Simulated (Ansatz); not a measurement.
# Na on Au(111): change of the work function, part 2 of 2

How does one ordered layer of Na (fcc site) change the work function of Au(111), and what dipole does each adsorbate carry?

Ansatz 0.2.0; plane-wave DFT, PBE, Ansatz PAW.

So far, work function, upper face (eV): step 2 (the clean slab) 5.16.

## Step 3: The covered slab

System of this step: Na/Au(111). The cell holds 17 atoms: 16 Au and 1 Na. Its edges and angles: a = 5.770 Å, b = 5.770 Å, c = 27.919 Å, α = 90.0°, β = 90.0°, γ = 60.0°. Vacuum lies along c.

The clean slab as it ended is repeated in the plane and the adsorbate is set on one face; the cell's size fixes the coverage, and the k-mesh shrinks with it to keep the sampling density about even. Adsorbate and upper layers relax, since the dipole depends on the height.

input.yaml

```yaml
crystal:
  lattice:
    - [5.7699913344, 0.0, 0.0]
    - [2.8849956672, 4.9969590752, 0.0]
    - [0.0, 0.0, 27.9191472086]
  atoms:
    - { symbol: Au, position: [0.0, 0.0, 0.3223594164] }
    - { symbol: Au, position: [0.1666666667, 0.1666666667, 0.4067312305] }
    - { symbol: Au, position: [0.3333333333, 0.3333333333, 0.4940191977] }
    - { symbol: Au, position: [0.0, 0.0, 0.5835453837] }
    - { symbol: Au, position: [0.0, 0.5, 0.3223594164] }
    - { symbol: Au, position: [0.1666666667, 0.6666666667, 0.4067312305] }
    - { symbol: Au, position: [0.3333333333, 0.8333333333, 0.4940191977] }
    - { symbol: Au, position: [0.0, 0.5, 0.5835453837] }
    - { symbol: Au, position: [0.5, 0.0, 0.3223594164] }
    - { symbol: Au, position: [0.6666666667, 0.1666666667, 0.4067312305] }
    - { symbol: Au, position: [0.8333333333, 0.3333333333, 0.4940191977] }
    - { symbol: Au, position: [0.5, 0.0, 0.5835453837] }
    - { symbol: Au, position: [0.5, 0.5, 0.3223594164] }
    - { symbol: Au, position: [0.6666666667, 0.6666666667, 0.4067312305] }
    - { symbol: Au, position: [0.8333333333, 0.8333333333, 0.4940191977] }
    - { symbol: Au, position: [0.5, 0.5, 0.5835453837] }
    - { symbol: Na, position: [0.1666666667, 0.1666666667, 0.6776405836] }
kpoints:
  mp_grid: { grid: [6, 6, 1] }
hamiltonian:
  xc: pbe
scf:
  occupations: { method: fermi_dirac, width: 0.1 }
  convergence: { dr2_threshold: 1.0e-08 }
efield:
  axis: 3
  dipole_correction: true
  ramp_position: 0.97
  ramp_width: 0.06
relax:
  f_tol: 0.02
  max_steps: 60
  constraints: [{ sites: [0, 1, 4, 5, 8, 9, 12, 13] }]
output:
  dos: { projected: true, e_range: [-8, 4] }
  write_potential: true
  write_density: true
  volumetric_format: npy
  elf: true
```

On the command line:

```console
> ansatz run input.yaml --threads 4 --pin off --max-ram 6144MiB --backend cpu --events-out ev --progress --plain --runs-dir out
```

Numbers of over 12 decimals in the logs are rounded to 6 here.

What it wrote:

```text
[...]
Crystal: 17 atoms, lattice volume = 804.976 Å³
Basis set: ecut = 420 eV, 15801 PW (Γ), exchange–correlation on 80×80×384 points (8 copies of the dense FFT grid, shifted against one another)
Bands: 188, of which v1, the nominal top of the filled ones, is band 157 counted from 1 (156 counted from 0)
Symmetry: 6 space group operations
[...]
k-points: 7 of 36 (time reversal used)
[...]
SCF iter   1: F=—  HF=-211874.036414 eV  |F-HF|=—  |Δ(HF+E_count)|=         —  Δρ=3.86e-3  dr2=4.31e0  ethr=1.77e-3  p=0.588 e·Å  D=1.32e-1 V/Å  ΔV_dip=-3.69 eV  dr2_dipole=8.31e-1  V_vac-E_F(+/−)=0.98/4.67 eV  ⟨swp⟩=6.6  Hψ=5129  notcnv=0  defer=66
[...]
SCF iter  13: F=-211873.842549 eV  HF=-211873.842549 eV  |F-HF|=9.02e-10  |Δ(HF+E_count)|=   1.53e-8  Δρ=2.60e-7  dr2=1.14e-9  ethr=3.19e-12  p=0.528 e·Å  D=1.19e-1 V/Å  ΔV_dip=-3.31 eV  dr2_dipole=2.57e-11  V_vac-E_F(+/−)=1.84/5.15 eV  ⟨swp⟩=8.9  Hψ=7653  notcnv=0
SCF 1 converged in 13 iterations: F = -211873.842549 eV  dr2 = 1.14e-9
[...]
relax step   1: F+E_penalty+E_count = -211873.84254864 eV  Δ(F+E_penalty+E_count) = +0.000e0 eV  max|allowed force component| = 5.952e-1 eV/Å  Δτ_max = 0.0000 Å  (13 SCF iters, accepted)
[...]
SCF iter  11: F=-211873.918297 eV  HF=-211873.918297 eV  |F-HF|=2.91e-11  |Δ(HF+E_count)|=   2.24e-8  Δρ=3.38e-7  dr2=1.84e-9  ethr=3.19e-12  p=0.547 e·Å  D=1.23e-1 V/Å  ΔV_dip=-3.43 eV  dr2_dipole=2.79e-11  V_vac-E_F(+/−)=1.73/5.16 eV  ⟨swp⟩=14.0  Hψ=8841  notcnv=0
SCF 2 converged in 11 iterations: F = -211873.918297 eV  dr2 = 1.84e-9
relax step   2: F+E_penalty+E_count = -211873.91829726 eV  Δ(F+E_penalty+E_count) = -7.575e-2 eV  max|allowed force component| = 4.466e-1 eV/Å  Δτ_max = 0.1603 Å  (11 SCF iters, accepted)
SCF iter   1: F=—  HF=-211873.957416 eV  |F-HF|=—  |Δ(HF+E_count)|=         —  Δρ=9.98e-4  dr2=1.11e-2  ethr=1.52e-4  p=0.547 e·Å  D=1.23e-1 V/Å  ΔV_dip=-3.43 eV  dr2_dipole=5.15e-4  V_vac-E_F(+/−)=1.74/5.17 eV  ⟨swp⟩=5.0  Hψ=3012  notcnv=0  defer=106
[...]
SCF iter   9: F=-211873.957175 eV  HF=-211873.957175 eV  |F-HF|=6.11e-10  |Δ(HF+E_count)|=   2.32e-8  Δρ=2.74e-7  dr2=2.35e-9  ethr=3.19e-12  p=0.550 e·Å  D=1.24e-1 V/Å  ΔV_dip=-3.45 eV  dr2_dipole=1.42e-10  V_vac-E_F(+/−)=1.70/5.16 eV  ⟨swp⟩=14.0  Hψ=8938  notcnv=0
SCF 3 converged in 9 iterations: F = -211873.957175 eV  dr2 = 2.35e-9
relax step   3: F+E_penalty+E_count = -211873.95717506 eV  Δ(F+E_penalty+E_count) = -3.888e-2 eV  max|allowed force component| = 1.407e-1 eV/Å  Δτ_max = 0.1902 Å  (9 SCF iters, accepted)
SCF iter   1: F=—  HF=-211873.964233 eV  |F-HF|=—  |Δ(HF+E_count)|=         —  Δρ=1.02e-3  dr2=7.49e-3  ethr=5.02e-6  p=0.550 e·Å  D=1.24e-1 V/Å  ΔV_dip=-3.45 eV  dr2_dipole=5.95e-4  V_vac-E_F(+/−)=1.70/5.15 eV  ⟨swp⟩=3.9  Hψ=3460  notcnv=0  defer=112
[...]
SCF iter   9: F=-211873.962922 eV  HF=-211873.962922 eV  |F-HF|=2.79e-9  |Δ(HF+E_count)|=   4.69e-9  Δρ=3.72e-7  dr2=2.55e-9  ethr=3.19e-12  p=0.550 e·Å  D=1.24e-1 V/Å  ΔV_dip=-3.45 eV  dr2_dipole=4.52e-10  V_vac-E_F(+/−)=1.70/5.15 eV  ⟨swp⟩=14.6  Hψ=9144  notcnv=0
SCF 4 converged in 9 iterations: F = -211873.962922 eV  dr2 = 2.55e-9
[...]
relax step   4: F+E_penalty+E_count = -211873.96292215 eV  Δ(F+E_penalty+E_count) = -5.747e-3 eV  max|allowed force component| = 9.218e-3 eV/Å  Δτ_max = 0.0378 Å  (9 SCF iters, accepted)
NSCF: frozen V_eff on 7 k-points
[...]
WARN: The output density's exchange-correlation potential varies sharply where the density is thin. Do not read a vacuum level from v_tot or v_xc, or from such a field of the output density. On a cell that repeats whose density bears no net charge and no dipole along the vacuum's axis use v_es (v_loc + v_h of the components); under efield.dipole_correction with no amplitude use v_es + v_field, which holds any externa [...]
SCF converged after 9 iterations
Free energy (F): -211873.962922 eV
[...]
Internal energy: -211873.661459 eV  (E = F + TS)
E sigma→0 (E₀):  -211873.812191 eV
Entropy (-TS):   -0.301463 eV (-17.733 meV/atom)
Fermi energy:    4.922283 eV
Dipole field:    D = 0.123704 V/Å  (p = 0.550309 e·Å, saw-weighted, corrected)
Work function:   Φ+ = 1.6979 eV   Φ− = 5.1516 eV
[...]
--- Forces (eV/Å), atoms counted from 1 ---
  atom   1  Au     0.00201697     0.00116450    -0.50611709
  atom   2  Au     0.00000000     0.00000000     0.50914252
  atom   3  Au    -0.00736563    -0.00425255     0.00708628
  atom   4  Au     0.00798320     0.00460910     0.00462740
  atom   5  Au    -0.00000000    -0.00232899    -0.50611709
  atom   6  Au     0.01953471    -0.01127837     0.49347869
  atom   7  Au    -0.00000000     0.00850510     0.00708628
  atom   8  Au     0.00000000    -0.00921820     0.00462740
  atom   9  Au    -0.00201697     0.00116450    -0.50611709
  atom  10  Au     0.00000000     0.02255673     0.49347869
  atom  11  Au     0.00736563    -0.00425255     0.00708628
  atom  12  Au    -0.00798320     0.00460910     0.00462740
  atom  13  Au    -0.00000000     0.00000000    -0.50710418
  atom  14  Au    -0.01953471    -0.01127837     0.49347869
  atom  15  Au     0.00000000    -0.00000000     0.00813386
  atom  16  Au    -0.00000000    -0.00000000    -0.00151404
  atom  17  Na    -0.00000000    -0.00000000    -0.00590429
  max |Σ_I F_I| component: 2.03e-5 eV/Å
--- Band table (eV; the first three rows and the last of 7) ---
  k-point 0: bands = [... 153 lower, 4.8925, 4.8998, 4.8998, 5.6595, 5.8197, 5.8544, 5.8544, 6.1962, ... 27 higher]
  k-point 1: bands = [... 153 lower, 4.0152, 4.9189, 4.9230, 5.0312, 5.2048, 5.4462, 5.4628, 5.9044, ... 27 higher]
  k-point 2: bands = [... 153 lower, 3.9402, 4.3458, 4.9276, 4.9296, 5.4224, 5.4249, 5.8011, 6.0379, ... 27 higher]
  k-point 6: bands = [... 153 lower, 2.8034, 3.7378, 3.7447, 3.7477, 5.5355, 5.5945, 5.6443, 6.7032, ... 27 higher]
--- Relaxed structure (4 steps of the walk, 4 accepted, 0 SCFs on fresh bases) ---
  F+E_penalty+E_count = -211873.96292215 eV   max|allowed force component| = 9.218e-3 eV/Å
  atoms:
    - { symbol: Au, position: [-1.795949010449182e-17, -1.7959490104491818e-17, 0.322359] }
    - { symbol: Au, position: [0.166667, 0.166667, 0.4067312305] }
    - { symbol: Au, position: [0.333939, 0.333939, 0.494678] }
    - { symbol: Au, position: [-0.00160321, -0.00160321, 0.584631] }
    - { symbol: Au, position: [2.7755575615628914e-17, 0.500000, 0.322359] }
    - { symbol: Au, position: [0.166667, 0.666667, 0.4067312305] }
    - { symbol: Au, position: [0.333939, 0.832121, 0.494678] }
    - { symbol: Au, position: [-0.00160321, 0.503206, 0.584631] }
    - { symbol: Au, position: [0.500000, -1.7959490104491818e-17, 0.322359] }
    - { symbol: Au, position: [0.666667, 0.166667, 0.4067312305] }
    - { symbol: Au, position: [0.832121, 0.333939, 0.494678] }
    - { symbol: Au, position: [0.503206, -0.00160321, 0.584631] }
    - { symbol: Au, position: [0.500000, 0.500000, 0.322359] }
    - { symbol: Au, position: [0.666667, 0.666667, 0.4067312305] }
    - { symbol: Au, position: [0.833333, 0.833333, 0.493837] }
    - { symbol: Au, position: [0.500000, 0.500000, 0.590538] }
    - { symbol: Na, position: [0.166667, 0.166667, 0.668452] }
```

Elapsed: 2.5 min, on 4 threads of Arm Neoverse V1, shared host; peak memory 3.5 GiB; 9.7 min of CPU time.

Step by step:

| step | energy less that of the first step (eV) | largest force component (eV/Å) |
| --- | --- | --- |
| 1 | 0.0000 | 0.5952 |
| 2 | -0.0757 | 0.4466 |
| 3 | -0.1146 | 0.1407 |
| 4 | -0.1204 | 0.0092 |

Forces are held to the 6 operations that the run works with; a distortion that breaks them can't arise in this run.

The atoms that moved most (Å):

| atom | dx | dy | dz | length |
| --- | --- | --- | --- | --- |
| Na17 | 0.000 | 0.000 | -0.257 | 0.257 |
| Au16 | 0.000 | 0.000 | 0.195 | 0.195 |
| Au4 | -0.014 | -0.008 | 0.030 | 0.034 |
| Au8 | 0.000 | 0.016 | 0.030 | 0.034 |
| Au12 | 0.014 | -0.008 | 0.030 | 0.034 |
| Au11 | -0.005 | 0.003 | 0.018 | 0.019 |
| Au7 | 0.000 | -0.006 | 0.018 | 0.019 |
| Au3 | 0.005 | 0.003 | 0.018 | 0.019 |

Final coordinates:

```xyz
17
Lattice="5.7700 0.0000 0.0000 2.8850 4.9970 0.0000 0.0000 0.0000 27.9191" Properties=species:S:1:pos:R:3
Au    0.0000    0.0000    9.0000
Au    1.4425    0.8328   11.3556
Au    2.8902    1.6687   13.8110
Au   -0.0139   -0.0080   16.3224
Au    1.4425    2.4985    9.0000
Au    2.8850    3.3313   11.3556
Au    4.3275    4.1581   13.8110
Au    1.4425    2.5145   16.3224
Au    2.8850    0.0000    9.0000
Au    4.3275    0.8328   11.3556
Au    5.7647    1.6687   13.8110
Au    2.8989   -0.0080   16.3224
Au    4.3275    2.4985    9.0000
Au    5.7700    3.3313   11.3556
Au    7.2125    4.1641   13.7875
Au    4.3275    2.4985   16.4873
Na    1.4425    0.8328   18.6626
```

Numbers from this step:

| Property | Result |
| --- | --- |
| energy at zero smearing | -211873.8122 eV |
| work function, upper face | 1.698 eV |
| work function, lower face | 5.152 eV |
| dipole along the normal | 0.5503 e·Å |
| step between the vacuum levels | -3.454 eV |

Running mean over 2.356 Å of the planar mean; the ramp of the sawtooth is left out. Table of electron's electrostatic potential energy less the Fermi level by z:

| z (Å) | electron's electrostatic potential energy less the Fermi level (eV) |
| --- | --- |
| 3.5 | 5.15 |
| 4.0 | 5.15 |
| 4.5 | 5.15 |
| 5.0 | 5.15 |
| 5.5 | 5.14 |
| 6.0 | 5.09 |
| 6.5 | 4.90 |
| 7.0 | 4.09 |
| 7.5 | 1.12 |
| 8.0 | -3.41 |
| 8.5 | -7.01 |
| 9.0 | -8.24 |
| 9.5 | -8.51 |
| 10.0 | -8.61 |
| 10.5 | -8.66 |
| 11.0 | -8.69 |
| 11.5 | -8.61 |
| 12.0 | -8.17 |
| 12.5 | -7.83 |
| 13.0 | -7.98 |
| 13.5 | -8.41 |
| 14.0 | -8.37 |
| 14.5 | -7.51 |
| 15.0 | -6.80 |
| 15.5 | -7.08 |
| 16.0 | -8.01 |
| 16.5 | -8.12 |
| 17.0 | -6.76 |
| 17.5 | -3.66 |
| 18.0 | -0.471 |
| 18.5 | 0.957 |
| 19.0 | 0.884 |
| 19.5 | 0.795 |
| 20.0 | 1.20 |
| 20.5 | 1.51 |
| 21.0 | 1.61 |
| 21.5 | 1.65 |
| 22.0 | 1.67 |
| 22.5 | 1.69 |
| 23.0 | 1.69 |
| 23.5 | 1.69 |
| 24.0 | 1.70 |
| 24.5 | 1.70 |

The density of states has structure finer than the step of the table below, so its rows give means over 0.25 eV, whole bins alone (the curve runs from -8 to 1.98 eV). Peaks (eV: height): -4.210: 56.1, -4.030: 60.1, -3.490: 59.8, -3.010: 54.9, -2.950: 68.9, -2.260: 66.2, -2.080: 53.1.

The density of states by energy, zero at the Fermi level; means over each step:

energy (eV), density of states (states/eV a cell) and a bar:
```
    -7.75        2.8 
    -7.50        2.2 
    -7.25        3.1 #
    -7.00        5.9 ##
    -6.75        9.3 #####
    -6.50       15.6 #########
    -6.25       19.6 ############
    -6.00       35.0 ######################
    -5.75       25.9 ################
    -5.50       18.7 ###########
    -5.25       25.7 ################
    -5.00       27.2 #################
    -4.75       35.6 #######################
    -4.50       33.4 #####################
    -4.25       46.5 ##############################
    -4.00       42.4 ###########################
    -3.75       31.6 ####################
    -3.50       35.5 #######################
    -3.25       34.2 ######################
    -3.00       40.2 ##########################
    -2.75       44.5 #############################
    -2.50       31.7 ####################
    -2.25       41.4 ###########################
    -2.00       39.3 #########################
    -1.75       17.3 ##########
    -1.50        6.8 ###
    -1.25        6.6 ###
    -1.00        6.6 ###
    -0.75        3.3 #
    -0.50        3.3 #
    -0.25        3.1 #
     0.00       11.8 ######
     0.25        4.1 #
     0.50        5.0 ##
     0.75        7.1 ###
     1.00        3.4 #
     1.25        5.4 ##
     1.50        9.2 #####
     1.75        7.7 ####
```

Projected DOS per atom over height of the atomic layer and energy from the Fermi level. Layers: Au4 Au4 Au4 Au4 Na from below.

Ten even steps from '_' (0.01 states/eV) to '@' (3.25 states/eV), each cell a mean:
```
__________
________--
________::
__________
..........
__________
..____..__
......____
++**++--__
####**##__
%%++**@@__
##==**%%__
##====##__
@@%%##@@__
++####**__
====**++__
--======__
++##++==__
::==--..__
..::..____
__________
__________
```
Columns: height of the atomic layer (Å) from 9 to 18.7 (not evenly spaced); rows upwards: energy from the Fermi level (eV) from -7.96 to 1.95.

ELF in the ca plane at fractional y = 0.167, with atoms of Au and Na within 0.2 Å of it. It is the smooth field of the valence electrons, not physical close to the nuclei.

Values, 8 rows by 16 columns, each cell a mean:
```
0.23 0.21 0.20 0.26 0.39 0.21 0.36 0.34 0.19 0.04 0.05 0.08 0.03 0.01 0.00 0.00
0.21 0.41 0.36 0.22 0.28 0.17 0.26 0.26 0.18 0.09 0.06 0.03 0.01 0.00 0.00 0.00
0.22 0.60 0.51 0.20 0.19 0.12 0.19 0.21 0.12 0.06 0.03 0.01 0.01 0.00 0.00 0.00
0.21 0.43 0.37 0.21 0.27 0.17 0.25 0.25 0.18 0.09 0.05 0.03 0.01 0.00 0.00 0.00
0.23 0.21 0.20 0.26 0.39 0.21 0.35 0.34 0.20 0.04 0.05 0.08 0.03 0.01 0.00 0.00
0.21 0.41 0.36 0.21 0.28 0.17 0.25 0.27 0.16 0.33 0.03 0.11 0.06 0.01 0.00 0.00
0.22 0.60 0.51 0.20 0.19 0.12 0.19 0.21 0.31 0.47 0.08 0.11 0.08 0.01 0.00 0.00
0.21 0.43 0.37 0.21 0.26 0.16 0.25 0.26 0.17 0.36 0.03 0.11 0.06 0.01 0.00 0.00
```
Columns run along c (16.0 Å, from fractional 0.34 to 0.92 of the cell), rows up along a (5.8 Å). Atoms in or near the plane, at fractional coordinates: Au at (0.41, 0.17), Au at (0.41, 0.67), Na at (0.67, 0.17).

Valence density in the ca plane at fractional y = 0.167, with atoms of Au and Na within 0.2 Å of it. It is the smooth field of the valence electrons, not physical close to the nuclei.

Ten steps, logarithmic in the rise over the least value, from '0' (0 e/Å³) to '9' (17 e/Å³), each cell a mean:
```
32112221123543212344321000000000000000000000
32112221123543212344321000000000000000000000
21235542122332111233210000000000000000000000
12367874211221111122110000000000000000000000
12479985211111101111110000000000000000000000
12478975211111101111110000000000000000000000
21256753212222111232210000000000000000000000
22123322123443212344311000000000000000000000
32112211123553212354321000000000000000000000
21123322123443212344311000000000000000000000
21246753212222111222211145300000000000000000
12478975211111101111111489720000000000000000
12479985211111101111111599830000000000000000
12367874211221111122111267510000000000000000
21234542112332111233211112100000000000000000
```
Columns run along c (16.0 Å, from fractional 0.34 to 0.92 of the cell), rows up along a (5.8 Å). Atoms in or near the plane, at fractional coordinates: Au at (0.41, 0.17), Au at (0.41, 0.67), Na at (0.67, 0.17).

Electrostatic potential energy in the ca plane at fractional y = 0.167, with atoms of Au and Na within 0.2 Å of it. With pseudopotentials it is smooth inside the atoms' cores, unlike the true potential.

Ten even steps from '0' (-42 eV) to '9' (9 eV), each cell a mean:
```
79998899987447898755799999999999999999999999
79998899987447898755799999999999999999999999
89875468998778999877899999999999999999999999
99730016899899999999999999999999999999999999
99610004899999999999999999999999999999999999
99610005899999999999999999999999999999999999
99852137998889999888999999999999999999999999
89987789997567999766899999999999999999999999
79999999986447898645799999999999999999999999
89987789997567999766899988899999999999999999
99852137998889999988999865789999999999999999
99610004899999999999999610278999999999999999
99600004899999999999998500178999999999999999
99730016899999999999999732488999999999999999
89875468998778999877899987889999999999999999
```
Columns run along c (16.0 Å, from fractional 0.34 to 0.92 of the cell; values clipped at the 3rd and 97th percentile), rows up along a (5.8 Å). Atoms in or near the plane, at fractional coordinates: Au at (0.41, 0.17), Au at (0.41, 0.67), Na at (0.67, 0.17).

The relaxation took 4 steps and lowered the energy by 0.12 eV; the largest force on the free atoms ends at 0.0092 eV/Å.

By hand: a sheet of dipoles makes a step −p/(ε₀A) in the electron's potential. With e/ε₀ = 180.95 V·Å, p = 0.5503 e·Å and A = 28.83 Å², that is −180.95 × (0.5503) / 28.83 = -3.454 eV, and the two vacuum levels of the run differ by -3.454 eV.

The covered face has 1.70 eV, -3.46 eV against the clean one; the bare back face has moved by +0.06 eV, a measure of how thin the slab is.

## Step 4: Work function against coverage

This step: plane-wave DFT, PBE, Ansatz PAW; work function against coverage (Ansatz 0.2.0).

The runs are now put side by side.

Numbers from this step:

```
work function of the clean face     : 5.161 eV
largest change of the work function : -3.463 eV
```

The work function of the covered face by coverage:

| coverage (adsorbates/nm²) | work function of the covered face (eV) |
| --- | --- |
| 0.00 | 5.16 |
| 3.47 | 1.70 |

The dipole per adsorbate comes from the change of the cell's dipole. Coverage, by row:

| coverage (1/nm²) | coverage (ML) | work function (eV) | change (eV) | dipole per adsorbate, positive end outwards (debye) | mean height of the added atoms over the highest substrate atom (Å) |
| --- | --- | --- | --- | --- | --- |
| 3.468 | 0.25 | 1.698 | -3.463 | 2.698 | 2.175 |

## Step 5: Results

| Item | Value |
| --- | --- |
| work function of the clean face | 5.16 eV |
| work function at 0.25 ML | 1.70 eV |
| dipole per adsorbate at 0.25 ML, positive end outwards | 2.70 D |

Na lowers the work function of Au(111) at the lowest coverage, by 3.46 eV: the adsorbate layer has its positive end outwards. One coverage alone was completed, so no trend follows. The slab has 4 layers, at the tabulated experimental lattice constant, one starting site was run, and quantum-size effects of a slab this thin can reach one or two tenths of an eV.

[Logs are printed without paths, hosts, clocks, repeated set-up lines and the standing remarks that a program may print on its own settings, such as how far it seeks lower states.]

[Hosts, paths, dates, database ids (printed as entryN), source tags and the programs' standing remarks are cut or masked in the printed files.]

[Maps of the electrostatic potential energy from Ansatz leave out the sawtooth potential of an applied field or a dipole correction, so their vacuum need not be flat; planar profiles and work functions include it.]

[The density of states shown here was stored with 400 of the rows of the run's finer table, so its peaks can read low, often by over a quarter, or be missed, and its means over a window can be off by a tenth or more.]
